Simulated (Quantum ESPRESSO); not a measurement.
# AlN(11-20), stepped through the number of layers, part 8 of 15

Wanted: a table for AlN(11-20) against the number of layers, and what can be fitted to it.

Quantum ESPRESSO 7.5; plane-wave DFT, PBE, GBRV ultrasoft pseudopotentials.

So far. Step 11 (Electrostatic potential, 3 layers): The slope in the vacuum is 0.100 eV/Å for an applied 0.10 V/Å, as it should be. Step 13 (Relaxation with pw.x, 4 layers): The relaxation lowers the energy by 99 meV an atom.

## 16. Relaxation with pw.x, 4 layers: field 0.1 V/Å

m1.r1.in reads:

```
&control
  prefix = 'm1.r1'
  outdir = './out'
  pseudo_dir = './pseudo'
  nstep = 90
  forc_conv_thr = 6e-05
  calculation = 'relax'
  tefield = .true.
  dipfield = .true.
  etot_conv_thr = 1e-07
/
&system
  ibrav = 0
  nat = 16
  ntyp = 2
  ecutwfc = 40
  ecutrho = 200
  occupations = 'fixed'
  edir = 3
  emaxpos = 0.97
  eopreg = 0.04
  eamp = 0.00194469
/
&electrons
  conv_thr = 1e-10
  mixing_beta = 0.4
  electron_maxstep = 120
/
&ions
/
ATOMIC_SPECIES
  Al  26.9815  al_pbe_v1.uspp.F.UPF
  N   14.0070  n_pbe_v1.2.uspp.F.UPF
CELL_PARAMETERS angstrom
  5.42440360500000 0.00000000000000 0.00000000000000
  0.00000000000000 5.02318495200000 0.00000000000000
  0.00000000000000 0.00000000000000 20.70709641263099
ATOMIC_POSITIONS crystal
  Al  0.364855579500 0.018172253100 0.396574035000
  Al  0.635144420500 0.518172253100 0.396574035000
  N   0.332726327100 0.372105869000 0.387035561000
  N   0.667273672900 0.872105869000 0.387035561000
  Al  0.836888541700 -0.003577653300 0.459104361000
  Al  0.163111458300 0.496422346700 0.459104361000
  N   0.832093188300 0.377299531200 0.462075059000
  N   0.167906811700 0.877299531200 0.462075059000
  Al  0.336888541700 -0.003577653300 0.540895639000
  Al  0.663111458300 0.496422346700 0.540895639000
  N   0.332093188300 0.377299531200 0.537924941000
  N   0.667906811700 0.877299531200 0.537924941000
  Al  0.864855579500 0.018172253100 0.603425965000
  Al  0.135144420500 0.518172253100 0.603425965000
  N   0.832726327100 0.372105869000 0.612964439000
  N   0.167273672900 0.872105869000 0.612964439000
K_POINTS automatic
  4 4 1 0 0 0
```

Launch:

```
> OMP_NUM_THREADS=1 mpirun -n 4 pw.x -nk 1 -in m1.r1.in > m1.r1.out
```

Output:

```text
[banner, memory and clock lines left out]
Program PWSCF v.7.5 starts
[...]
number of electrons       =        64.00
     number of Kohn-Sham states=           32
     kinetic-energy cutoff     =      40.0000  Ry
     charge density cutoff     =     200.0000  Ry
[...]
number of k points=    10
[...]
Dense  grid:   181885 G-vectors     FFT dimensions: (  48,  45, 180)
[...]
negative rho (up, down):  4.384E-04 0.000E+00
[...]
Starting wfcs are   64 randomized atomic wfcs
[...]
negative rho (up, down):  4.951E-04 0.000E+00
[...]
estimated scf accuracy    <       6.13409804 Ry
[...]
negative rho (up, down):  7.280E-04 0.000E+00
[...]
estimated scf accuracy    <       0.23494907 Ry
[...]
negative rho (up, down):  9.393E-04 0.000E+00
[...]
estimated scf accuracy    <       0.08238323 Ry
[...]
negative rho (up, down):  1.121E-03 0.000E+00
[...]
estimated scf accuracy    <       0.01342092 Ry
[...]
negative rho (up, down):  1.187E-03 0.000E+00
[...]
estimated scf accuracy    <       0.00369015 Ry
[...]
negative rho (up, down):  1.207E-03 0.000E+00
[...]
estimated scf accuracy    <       0.00103206 Ry
[...]
negative rho (up, down):  1.229E-03 0.000E+00
[...]
estimated scf accuracy    <       0.00012863 Ry
[...]
negative rho (up, down):  1.241E-03 0.000E+00
[...]
estimated scf accuracy    <       0.00002333 Ry
[...]
negative rho (up, down):  1.248E-03 0.000E+00
[...]
estimated scf accuracy    <       0.00000163 Ry
[...]
negative rho (up, down):  1.252E-03 0.000E+00
[...]
estimated scf accuracy    <       0.00000040 Ry
[...]
negative rho (up, down):  1.255E-03 0.000E+00
[...]
estimated scf accuracy    <       0.00000056 Ry
[...]
negative rho (up, down):  1.257E-03 0.000E+00
[...]
estimated scf accuracy    <       0.00000002 Ry
[...]
negative rho (up, down):  1.258E-03 0.000E+00
[...]
estimated scf accuracy    <       0.00000001 Ry
[...]
negative rho (up, down):  1.259E-03 0.000E+00
[...]
estimated scf accuracy    <          3.0E-10 Ry
[...]
negative rho (up, down):  1.259E-03 0.000E+00
[...]
estimated scf accuracy    <          1.8E-10 Ry
[...]
negative rho (up, down):  1.260E-03 0.000E+00
[...]
highest occupied level (ev):    -1.9121
!    total energy              =    -215.86003545 Ry
     estimated scf accuracy    <          5.5E-11 Ry
[...]
one-electron contribution =   -1740.56894349 Ry
     hartree contribution      =     890.30295890 Ry
     xc contribution           =     -78.57025582 Ry
     ewald contribution        =     712.97676095 Ry
     electric field correction =      -0.00055599 Ry
     convergence has been achieved in  16 iterations
     negative rho (up, down):  1.260E-03 0.000E+00
[...]
Total force =     0.007243     Total SCF correction =     0.000005
[...]
negative rho (up, down):  1.259E-03 0.000E+00
[...]
negative rho (up, down):  1.259E-03 0.000E+00
[...]
estimated scf accuracy    <       0.00003745 Ry
[...]
negative rho (up, down):  1.259E-03 0.000E+00
[...]
estimated scf accuracy    <       0.00002018 Ry
[...]
negative rho (up, down):  1.260E-03 0.000E+00
[...]
estimated scf accuracy    <       0.00000067 Ry
[...]
negative rho (up, down):  1.260E-03 0.000E+00
[...]
estimated scf accuracy    <       0.00000050 Ry
[...]
negative rho (up, down):  1.260E-03 0.000E+00
[...]
estimated scf accuracy    <       0.00000033 Ry
[...]
negative rho (up, down):  1.260E-03 0.000E+00
[...]
estimated scf accuracy    <          3.6E-09 Ry
[...]
negative rho (up, down):  1.260E-03 0.000E+00
[...]
estimated scf accuracy    <       0.00000004 Ry
[...]
negative rho (up, down):  1.260E-03 0.000E+00
[...]
highest occupied level (ev):    -1.9155
!    total energy              =    -215.86006635 Ry
     estimated scf accuracy    <          8.5E-11 Ry
[...]
one-electron contribution =   -1740.56393944 Ry
     hartree contribution      =     890.30070322 Ry
     xc contribution           =     -78.57023833 Ry
     ewald contribution        =     712.97400118 Ry
     electric field correction =      -0.00059298 Ry
     convergence has been achieved in   8 iterations
     negative rho (up, down):  1.260E-03 0.000E+00
[...]
Total force =     0.002047     Total SCF correction =     0.000012
[...]
negative rho (up, down):  1.259E-03 0.000E+00
[...]
negative rho (up, down):  1.260E-03 0.000E+00
[...]
estimated scf accuracy    <       0.00000261 Ry
[...]
negative rho (up, down):  1.260E-03 0.000E+00
[...]
estimated scf accuracy    <       0.00000119 Ry
[...]
negative rho (up, down):  1.260E-03 0.000E+00
[...]
estimated scf accuracy    <       0.00000004 Ry
[...]
negative rho (up, down):  1.260E-03 0.000E+00
[...]
estimated scf accuracy    <       0.00000003 Ry
[...]
negative rho (up, down):  1.260E-03 0.000E+00
[...]
estimated scf accuracy    <       0.00000002 Ry
[...]
negative rho (up, down):  1.260E-03 0.000E+00
[...]
estimated scf accuracy    <          2.6E-10 Ry
[...]
negative rho (up, down):  1.260E-03 0.000E+00
[...]
estimated scf accuracy    <          2.3E-09 Ry
[...]
negative rho (up, down):  1.260E-03 0.000E+00
[...]
estimated scf accuracy    <          5.0E-11 Ry
[...]
negative rho (up, down):  1.260E-03 0.000E+00
[...]
estimated scf accuracy    <          4.5E-11 Ry
[...]
negative rho (up, down):  1.260E-03 0.000E+00
[...]
highest occupied level (ev):    -1.9160
!    total energy              =    -215.86007055 Ry
     estimated scf accuracy    <          1.6E-12 Ry
[...]
one-electron contribution =   -1740.55691423 Ry
     hartree contribution      =     890.29739627 Ry
     xc contribution           =     -78.57020655 Ry
     ewald contribution        =     712.97025732 Ry
     electric field correction =      -0.00060336 Ry
     convergence has been achieved in  10 iterations
     negative rho (up, down):  1.260E-03 0.000E+00
[...]
Total force =     0.001382     Total SCF correction =     0.000002
[...]
negative rho (up, down):  1.259E-03 0.000E+00
[...]
negative rho (up, down):  1.259E-03 0.000E+00
[...]
estimated scf accuracy    <       0.00000158 Ry
[...]
negative rho (up, down):  1.260E-03 0.000E+00
[...]
estimated scf accuracy    <       0.00000028 Ry
[...]
negative rho (up, down):  1.260E-03 0.000E+00
[...]
estimated scf accuracy    <       0.00000003 Ry
[...]
negative rho (up, down):  1.260E-03 0.000E+00
[...]
estimated scf accuracy    <          7.6E-09 Ry
[...]
negative rho (up, down):  1.260E-03 0.000E+00
[...]
estimated scf accuracy    <          2.3E-09 Ry
[...]
negative rho (up, down):  1.260E-03 0.000E+00
[...]
estimated scf accuracy    <          5.3E-09 Ry
[...]
negative rho (up, down):  1.260E-03 0.000E+00
[...]
estimated scf accuracy    <          1.1E-09 Ry
[...]
negative rho (up, down):  1.260E-03 0.000E+00
[...]
estimated scf accuracy    <          6.0E-10 Ry
[...]
negative rho (up, down):  1.260E-03 0.000E+00
[...]
estimated scf accuracy    <          1.0E-10 Ry
[...]
negative rho (up, down):  1.260E-03 0.000E+00
[...]
estimated scf accuracy    <          4.1E-11 Ry
[...]
negative rho (up, down):  1.260E-03 0.000E+00
[...]
estimated scf accuracy    <          1.9E-11 Ry
[...]
negative rho (up, down):  1.260E-03 0.000E+00
[...]
highest occupied level (ev):    -1.9159
!    total energy              =    -215.86007349 Ry
     estimated scf accuracy    <          1.0E-13 Ry
[...]
one-electron contribution =   -1740.54443743 Ry
     hartree contribution      =     890.29137656 Ry
     xc contribution           =     -78.57014180 Ry
     ewald contribution        =     712.96374014 Ry
     electric field correction =      -0.00061095 Ry
     convergence has been achieved in  12 iterations
     negative rho (up, down):  1.260E-03 0.000E+00
[...]
Total force =     0.000897     Total SCF correction =     0.000001
[...]
negative rho (up, down):  1.260E-03 0.000E+00
[...]
negative rho (up, down):  1.260E-03 0.000E+00
[...]
estimated scf accuracy    <       0.00000028 Ry
[...]
negative rho (up, down):  1.260E-03 0.000E+00
[...]
estimated scf accuracy    <       0.00000004 Ry
[...]
negative rho (up, down):  1.260E-03 0.000E+00
[...]
estimated scf accuracy    <          7.5E-09 Ry
[...]
negative rho (up, down):  1.260E-03 0.000E+00
[...]
estimated scf accuracy    <          1.7E-09 Ry
[...]
negative rho (up, down):  1.260E-03 0.000E+00
[...]
estimated scf accuracy    <          1.1E-09 Ry
[...]
negative rho (up, down):  1.260E-03 0.000E+00
[...]
estimated scf accuracy    <          6.0E-10 Ry
[...]
negative rho (up, down):  1.260E-03 0.000E+00
[...]
estimated scf accuracy    <          7.9E-11 Ry
[...]
negative rho (up, down):  1.260E-03 0.000E+00
[...]
estimated scf accuracy    <          6.9E-11 Ry
[...]
negative rho (up, down):  1.260E-03 0.000E+00
[...]
estimated scf accuracy    <          1.2E-11 Ry
[...]
negative rho (up, down):  1.260E-03 0.000E+00
[...]
highest occupied level (ev):    -1.9157
!    total energy              =    -215.86007428 Ry
     estimated scf accuracy    <          2.4E-12 Ry
[...]
one-electron contribution =   -1740.53619313 Ry
     hartree contribution      =     890.28733512 Ry
     xc contribution           =     -78.57009595 Ry
     ewald contribution        =     712.95949125 Ry
     electric field correction =      -0.00061158 Ry
     convergence has been achieved in  10 iterations
     negative rho (up, down):  1.260E-03 0.000E+00
[...]
Total force =     0.000521     Total SCF correction =     0.000004
[...]
negative rho (up, down):  1.260E-03 0.000E+00
[...]
negative rho (up, down):  1.260E-03 0.000E+00
[...]
estimated scf accuracy    <       0.00000014 Ry
[...]
negative rho (up, down):  1.260E-03 0.000E+00
[...]
estimated scf accuracy    <       0.00000005 Ry
[...]
negative rho (up, down):  1.260E-03 0.000E+00
[...]
estimated scf accuracy    <          4.6E-09 Ry
[...]
negative rho (up, down):  1.260E-03 0.000E+00
[...]
estimated scf accuracy    <          1.5E-09 Ry
[...]
negative rho (up, down):  1.260E-03 0.000E+00
[...]
estimated scf accuracy    <          2.9E-10 Ry
[...]
negative rho (up, down):  1.260E-03 0.000E+00
[...]
estimated scf accuracy    <          2.6E-11 Ry
[...]
negative rho (up, down):  1.260E-03 0.000E+00
[...]
estimated scf accuracy    <          4.9E-11 Ry
[...]
negative rho (up, down):  1.260E-03 0.000E+00
[...]
highest occupied level (ev):    -1.9155
!    total energy              =    -215.86007458 Ry
     estimated scf accuracy    <          1.4E-12 Ry
[...]
one-electron contribution =   -1740.52995225 Ry
     hartree contribution      =     890.28423420 Ry
     xc contribution           =     -78.57005917 Ry
     ewald contribution        =     712.95631346 Ry
     electric field correction =      -0.00061082 Ry
     convergence has been achieved in   8 iterations
     negative rho (up, down):  1.260E-03 0.000E+00
[...]
Total force =     0.000375     Total SCF correction =     0.000002
[...]
negative rho (up, down):  1.260E-03 0.000E+00
[...]
negative rho (up, down):  1.260E-03 0.000E+00
[...]
estimated scf accuracy    <       0.00000011 Ry
[...]
negative rho (up, down):  1.260E-03 0.000E+00
[...]
estimated scf accuracy    <       0.00000002 Ry
[...]
negative rho (up, down):  1.260E-03 0.000E+00
[...]
estimated scf accuracy    <          3.9E-09 Ry
[...]
negative rho (up, down):  1.260E-03 0.000E+00
[...]
estimated scf accuracy    <          5.9E-10 Ry
[...]
negative rho (up, down):  1.260E-03 0.000E+00
[...]
estimated scf accuracy    <          1.7E-10 Ry
[...]
negative rho (up, down):  1.260E-03 0.000E+00
[...]
estimated scf accuracy    <          2.9E-11 Ry
[...]
negative rho (up, down):  1.260E-03 0.000E+00
[...]
estimated scf accuracy    <          3.0E-12 Ry
[...]
negative rho (up, down):  1.260E-03 0.000E+00
[...]
estimated scf accuracy    <          6.5E-12 Ry
[...]
negative rho (up, down):  1.260E-03 0.000E+00
[...]
highest occupied level (ev):    -1.9155
!    total energy              =    -215.86007481 Ry
     estimated scf accuracy    <          7.3E-13 Ry
[...]
one-electron contribution =   -1740.52287396 Ry
     hartree contribution      =     890.28068896 Ry
     xc contribution           =     -78.57001450 Ry
     ewald contribution        =     712.95273502 Ry
     electric field correction =      -0.00061033 Ry
     convergence has been achieved in   9 iterations
     negative rho (up, down):  1.260E-03 0.000E+00
[...]
Total force =     0.000352     Total SCF correction =     0.000002
[...]
negative rho (up, down):  1.260E-03 0.000E+00
[...]
negative rho (up, down):  1.260E-03 0.000E+00
[...]
estimated scf accuracy    <       0.00000011 Ry
[...]
negative rho (up, down):  1.260E-03 0.000E+00
[...]
estimated scf accuracy    <       0.00000002 Ry
[...]
negative rho (up, down):  1.260E-03 0.000E+00
[...]
estimated scf accuracy    <          2.8E-09 Ry
[...]
negative rho (up, down):  1.260E-03 0.000E+00
[...]
estimated scf accuracy    <          5.0E-10 Ry
[...]
negative rho (up, down):  1.260E-03 0.000E+00
[...]
estimated scf accuracy    <          9.3E-11 Ry
[...]
negative rho (up, down):  1.260E-03 0.000E+00
[...]
estimated scf accuracy    <          1.1E-11 Ry
[...]
negative rho (up, down):  1.260E-03 0.000E+00
[...]
Computed dipole along edir(3) :
        Dipole                0.1864 Ry au,          0.4739 Debye
        Dipole field          0.0006 Ry au,
        E field amplitude [Ha a.u.]:  1.9447E-03
        Potential amp.        0.0999 Ry
        Total length         37.5655 bohr
[...]
```

Elapsed: 5.2 min, on 4 MPI ranks of Arm Neoverse V1, shared host; peak memory 0.56 GiB.

Hardly anything moved in the relaxation; the energy changed by under 0.2 meV an atom.

Read from the output:

| Property | Result |
| --- | --- |
| free energy | -2936.9259 eV |
| dipole along the normal | 0.09877 e·Å |
| valence top, on the run's zero | -1.916 eV |

[end of part 8 of 15]

[Logs are printed without paths, hosts, clocks, repeated set-up lines and the standing remarks that a program may print on its own settings, such as how far it seeks lower states.]

[Hosts, paths, dates, database ids (printed as entryN), source tags and the programs' standing remarks are cut or masked in the printed files.]

[Maps of the electrostatic potential energy from Ansatz leave out the sawtooth potential of an applied field or a dipole correction, so their vacuum need not be flat; planar profiles and work functions include it.]
